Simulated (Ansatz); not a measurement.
# CdInI3 (model cell, started as cubic perovskite with Cd in the octahedra): a soft mode frozen in, part 3 of 3

Aim: this structure of CdInI3 (model cell, started as cubic perovskite with Cd in the octahedra) is to be tested for unstable modes, and one is followed downhill.

Ansatz 0.2.0; DFT PBEsol, scalar-relativistic, plane waves, PAW; PAW set soft_1.

So far. Step 5 (Energy along the mode, all amplitudes (two of the runs …): The lowest of the steps tried is the last one, at 0.6 Å, 28.6 meV/atom below the parent; the bottom of the well need not coincide with a step. Step 7 (The new phase in its own primitive cell): The largest force component left is 0.63 meV/Å and the pressure is -0.001 GPa, within the tolerances set. The cell now holds 39.99 Å³/atom. The relaxed cell has a = 8.273, c = 11.685 Å (conventional setting).

The structure was built from a prototype and need not be the compound's stable phase.

## Step 8: Modes of the new phase

A relaxed structure may still be a saddle point, so its zone-centre modes are computed. No field response is asked, since the mesh shows no gap.

The input, input.yaml:

```yaml
crystal:
  lattice:
    - [-4.1366558982, 4.1366558982, 5.8426696285]
    - [4.1366558982, -4.1366558982, 5.8426696285]
    - [4.1366558982, 4.1366558982, -5.8426696285]
  atoms:
    - { symbol: In, position: [0.1728108314, 0.1728108314, 0.0] }
    - { symbol: In, position: [0.8271891686, 0.8271891686, 0.0] }
    - { symbol: Cd, position: [0.5, 0.0, 0.5] }
    - { symbol: Cd, position: [0.0, 0.5, 0.5] }
    - { symbol: I, position: [0.7628224755, 0.2371775245, 0.0] }
    - { symbol: I, position: [0.2371775245, 0.7628224755, 0.0] }
    - { symbol: I, position: [0.25, 0.75, 0.5] }
    - { symbol: I, position: [0.75, 0.25, 0.5] }
    - { symbol: I, position: [0.7628224755, 0.7628224755, 0.5256449509] }
    - { symbol: I, position: [0.2371775245, 0.2371775245, 0.4743550491] }
kpoints:
  mp_grid: { grid: [6, 6, 6] }
hamiltonian:
  xc: pbesol
  pseudopotentials: { kind: paw, azcp: { folder: soft_1 }, xc_functional: pbe }
scf:
  occupations: { method: methfessel_paxton, width: 0.2 }
output:
  eigenvalues: true
phonons:
  method: dfpt
```

On the command line:

```bash
$ ansatz run input.yaml --threads 4 --pin off --max-ram 16384MiB --backend cpu --events-out ev --progress --plain --runs-dir out
```

Numbers of over 12 decimals in the logs are rounded to 6 here.

Log:

```text
[...]
Crystal: 10 atoms, lattice volume = 399.917 Å³
Basis set: ecut = 420 eV, 7799 PW (Γ), exchange–correlation on 120×120×120 points (8 copies of the dense FFT grid, shifted against one another)
Bands: 101, of which v1, the nominal top of the filled ones, is band 84 counted from 1 (83 counted from 0)
Symmetry: 16 space group operations
k-points: 112 of 216 (irreducible under 1 space group operation, time reversal used)
[...]
SCF iter   1: F=—  HF=-72022.042953 eV  |F-HF|=—  |Δ(HF+E_count)|=         —  Δρ=4.56e-2  dr2=1.31e1  ethr=3.10e-3  ⟨swp⟩=8.6  Hψ=49128  notcnv=0
[...]
SCF iter  14: F=-72017.347015 eV  HF=-72017.347015 eV  |F-HF|=2.91e-11  |Δ(HF+E_count)|=  1.16e-10  S|Δr|=    0.00e0  Δρ=3.62e-8  dr2=8.42e-12  ethr=1.00e-12  ⟨swp⟩=16.9  Hψ=73578  notcnv=0
SCF 1 converged in 14 iterations: F = -72017.347015 eV  dr2 = 8.42e-12
[...]
DFPT response loops at Γ: preconditioner auto → none (partly filled bands, converged f_vac=0.170); β = 0.50; Broyden in place of MSR1
SCF converged after 14 iterations
[...]
Free energy (F): -72017.347015 eV
[...]
Internal energy: -72017.375848 eV  (E = F + TS)
E sigma→0 (E₀):  -72017.354224 eV
Entropy (-TS):   0.028833 eV (2.883 meV/atom)
Fermi energy:    4.921749 eV
[...]
--- Band table (eV; the first three rows and the last of 112) ---
  k-point 0: bands = [... 80 lower, 4.6254, 4.6684, 4.7622, 4.8914, 4.8914, 8.3493, 8.7969, 8.7969, ... 13 higher]
  k-point 1: bands = [... 80 lower, 4.5237, 4.6984, 4.7544, 4.8832, 5.4894, 8.3724, 8.8047, 8.8885, ... 13 higher]
  k-point 2: bands = [... 80 lower, 4.4233, 4.4511, 4.7675, 4.8726, 6.7529, 8.1904, 8.4594, 8.5518, ... 13 higher]
  k-point 111: bands = [... 80 lower, 4.2439, 4.4733, 4.6174, 4.6539, 7.2904, 7.8556, 8.3140, 8.8476, ... 13 higher]
--- Phonons (Γ-DFPT): 9 representative perturbations + reference, on 112 of 216 k-points (Σ response iterations 36) ---
  k mesh reduced under 1 symmetry operation, with k and −k counted as one. Each operation leaves every solved perturbation unchanged. A smaller set is not used because it would not reduce the number of displacements times k-points to solve
  ASR residual: 1.910e-4 → 0.000e0 eV/Å²; symmetrization residual: 9.631e-5 eV/Å²
  ASR residual per site (eV/Å²): 3.43e-5 3.43e-5 1.91e-4 1.91e-4 1.37e-4 1.37e-4 1.14e-5 1.14e-5 1.37e-4 1.37e-4
  Γ frequencies (cm⁻¹): -34.63 -34.63 -18.65 -18.65 0.00 0.00 0.00 0.84 20.16 20.16 25.57 25.57 29.82 43.94 44.25 44.25 49.56 50.25 53.55 53.55 60.50 61.44 77.54 108.60 110.68 110.68 122.91 127.72 127.72 138.40
  non-analytic LO–TO correction: not included (Born effective charges unavailable; polar crystals: no LO–TO splitting at Γ)
```

Wall time 35 min (4 threads of Arm Neoverse V1, shared host); peak memory 9.1 GiB; 2.3 h of CPU time.

Numbers from this step:

| Property | Result |
| --- | --- |
| sum-rule residual before enforcement | 1.91e-4 eV/Å² |
| point group | 4/mmm |
| highest optical mode at the zone centre (no LO-TO term) | 138.4 cm⁻¹ |
| lowest optical zone-centre mode | -34.63 cm⁻¹ |

Patterns of degenerate modes are one choice out of their space. The modes at Γ (shares of kinetic energy by element, %) (negative means imaginary):

```csv
mode,frequency (cm⁻¹),symmetry,In %,Cd %,I %
1,-34.6,Eg,32,0,68
2,-34.6,Eg,32,0,68
3,-18.6,Eu,32,2,66
4,-18.6,Eu,32,2,66
5,0.0,acoustic,19,18,63
6,0.0,acoustic,19,18,63
7,0.0,acoustic,19,18,63
8,0.8,A2u,13,51,37
9,20.2,Eu,23,49,28
10,20.2,Eu,23,49,28
11,25.6,Eg,68,0,32
12,25.6,Eg,68,0,32
13,29.8,B2g,0,0,100
14,43.9,B1u,0,0,100
15,44.2,Eg,0,0,100
16,44.2,Eg,0,0,100
17,49.6,A1g,58,0,42
18,50.2,B1g,0,0,100
19,53.5,Eu,24,4,72
20,53.5,Eu,24,4,72
21,60.5,A2g,0,0,100
22,61.4,A2u,68,1,31
23,77.5,A1g,42,0,58
24,108.6,B2u,0,100,0
25,110.7,Eu,3,93,4
26,110.7,Eu,3,93,4
27,122.9,A2u,0,30,70
28,127.7,Eu,0,33,67
29,127.7,Eu,0,33,67
30,138.4,B1g,0,0,100
```

Displacements in mode 1 (-34.6 cm⁻¹), the largest set to 1:
```
In1  0.00  0.85  0.00
In2  0.00 -0.85  0.00
Cd3  0.00  0.00  0.00
Cd4  0.00  0.00  0.00
I5   0.00  0.00  0.46
I6   0.00  0.00 -0.46
I7   0.00  1.00  0.00
I8   0.00 -1.00  0.00
I9   0.00  0.00  0.45
I10  0.00  0.00 -0.45
```

Displacements in mode 29 (127.7 cm⁻¹), the largest set to 1:
```
In1  0.01  0.02  0.00
In2  0.01  0.02  0.00
Cd3 -0.45 -1.00  0.00
Cd4 -0.84 -0.54  0.00
I5   0.97  0.94  0.00
I6   0.97  0.94  0.00
I7  -0.13 -0.16  0.00
I8  -0.13 -0.16  0.00
I9  -0.28 -0.12  0.00
I10 -0.28 -0.12  0.00
```

Before it was imposed, the acoustic sum rule was missed by 1.9e-4 eV/Å². Small misses are needed for a sound result but don't prove that mesh and cutoff are converged. The lowest optical mode is imaginary, 34.6i cm⁻¹, so the energy falls along it.

## Step 9: Summary of results

```
unstable mode of the parent                                                      : q = (-0.5, -0.5, -0.5), 49i cm⁻¹
depth at the lowest point sampled                                                : 28.6 meV/atom
largest atomic shift at that point                                               : 0.6 Å
space group reached (within 0.01 Å)                                              : I4/mmm
energy gained over the parent (first relaxation, on the mesh of the frozen mode) : 39.2 meV/atom
volume per atom, phase reached                                                   : 40.0 Å³
lowest optical zone-centre mode, phase reached                                   : -34.6 cm⁻¹
highest optical mode at the zone centre (no LO-TO term), phase reached           : 138 cm⁻¹
```

What this shows: Along this mode the structure falls into I4/mmm, 39.2 meV/atom below the parent. At the parent's cell the well is 28.64 meV/atom deep on the steps tried, with its lowest point at a shift of 0.6 Å. That is the last step tried, so the steps alone don't bracket the bottom of the well. Relaxing atoms and cell changes the gain by +10.56 meV/atom against the lowest step (energies at zero smearing). The new phase still has an imaginary mode at the zone centre of its cell, so it is a saddle point on the way to a lower structure. Of the 6 patterns followed to their end from this parent, this one ends 29.0 meV/atom above the lowest, P4mm. Each path keeps the symmetry of its pattern, so a lower phase may lie along a pattern not tried. With no gap, or one that is small against the smearing, the frequencies hang on the k mesh and the smearing, most of all near Kohn anomalies. A semilocal functional can close a gap that the real compound would have, so the metallic treatment may be an artefact of the level. Spin-orbit coupling is left out, which can matter for the heavy elements here. The PAW files were made for PBE and serve the other functionals too. The starting cell was built on a prototype and not taken from a measurement, so the phase need not exist.

[Logs are printed without paths, hosts, clocks, repeated set-up lines and the standing remarks that a program may print on its own settings, such as how far it seeks lower states.]

[Hosts, paths, dates, database ids (printed as entryN), source tags and the programs' standing remarks are cut or masked in the printed files.]
